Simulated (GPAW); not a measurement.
Consider TlSn (P4/mmm).

```cif
data_structure
_symmetry_space_group_name_H-M 'P 1'
_symmetry_Int_Tables_number 1
_cell_length_a 3.6147
_cell_length_b 3.6147
_cell_length_c 4.3750
_cell_angle_alpha 90.000
_cell_angle_beta 90.000
_cell_angle_gamma 90.000
_cell_volume 57.16
loop_
_atom_site_label
_atom_site_type_symbol
_atom_site_fract_x
_atom_site_fract_y
_atom_site_fract_z
_atom_site_occupancy
Tl1 Tl 0.00000 0.00000 0.00000 1
Sn2 Sn 0.50000 0.50000 0.50000 1
```

Absorber: atom 2, with 8 Tl at 3.36 Å and 4 Sn at 3.61 Å (distorted cuboctahedral, site symmetry 4/mmm). Method: GPAW, LDA, excited-electron core hole (neutral cell), 8-atom cell with 6.7 Å between holes, 4×4×4 k points, dipole transitions, Gaussian full width 8.49 eV, without spin-orbit coupling.

Predict the near-edge structure at the Sn K edge.

Main maxima up to 28 eV above the zero (height): 3.8 eV (1.22) and 20.0 eV (1.08). A K edge sees empty p states on the absorber. 

The Sn K spectrum (energy from the lowest empty level; intensity scaled to a mean of 1 over the first 20 eV; polarised curves are means over the symmetry-equivalent atoms):

```
E (eV)  isotropic  ε ⊥ c  ε ∥ c
 -2.00       0.54   0.56   0.50
 -1.25       0.66   0.69   0.62
 -0.50       0.79   0.82   0.74
  0.25       0.92   0.94   0.86
  1.00       1.03   1.05   0.98
  1.75       1.12   1.14   1.07
  2.50       1.18   1.20   1.15
  3.25       1.21   1.22   1.19
  4.00       1.22   1.22   1.22
  4.75       1.20   1.20   1.21
  5.50       1.16   1.15   1.19
  6.25       1.11   1.09   1.15
  7.00       1.05   1.03   1.09
  7.75       0.99   0.97   1.03
  8.50       0.93   0.91   0.97
  9.25       0.88   0.87   0.91
 10.00       0.85   0.84   0.86
 10.75       0.82   0.82   0.82
 11.50       0.81   0.82   0.79
 12.25       0.81   0.83   0.77
 13.00       0.83   0.86   0.77
 13.75       0.85   0.89   0.77
 14.50       0.88   0.93   0.80
 15.25       0.92   0.96   0.83
 16.00       0.96   1.00   0.88
 16.75       1.00   1.03   0.93
 17.50       1.03   1.05   0.99
 18.25       1.06   1.07   1.04
 19.00       1.08   1.07   1.09
 19.75       1.08   1.06   1.13
 20.50       1.08   1.04   1.15
 21.25       1.07   1.02   1.16
 22.00       1.05   1.00   1.16
 22.75       1.03   0.97   1.13
 23.50       1.00   0.95   1.10
 24.25       0.97   0.93   1.05
 25.00       0.95   0.92   1.00
 25.75       0.92   0.90   0.95
 26.50       0.90   0.89   0.90
 27.25       0.88   0.88   0.86
 28.00       0.86   0.87   0.83
 28.75       0.84   0.86   0.80
 29.50       0.82   0.84   0.78
 30.25       0.81   0.83   0.77
 31.00       0.79   0.81   0.76
 31.75       0.78   0.79   0.75
```

The script folds with a Gaussian, whereas the core hole's own line is a Lorentzian, so the onset is too steep and the first peak too high. The structure is a published determination, not relaxed.

[Banner, clock and machine lines of the logs are left out without a mark of their own.]

[Logs are printed without paths, hosts, clocks, repeated set-up lines and the standing remarks that a program may print on its own settings, such as how far it seeks lower states.]

[Hosts, paths, dates, database ids (printed as entryN), source tags and the programs' standing remarks are cut or masked in the printed files.]

[Lists of maxima count a maximum above −3 eV only where it reaches 4 % of the highest in the window and stands out from its surroundings by 2 % of it (1.5 % where it reaches 55 %); shoulders and weaker maxima are passed over, and of the rest the first, up to two pre-edge ones and the few strongest are named.]
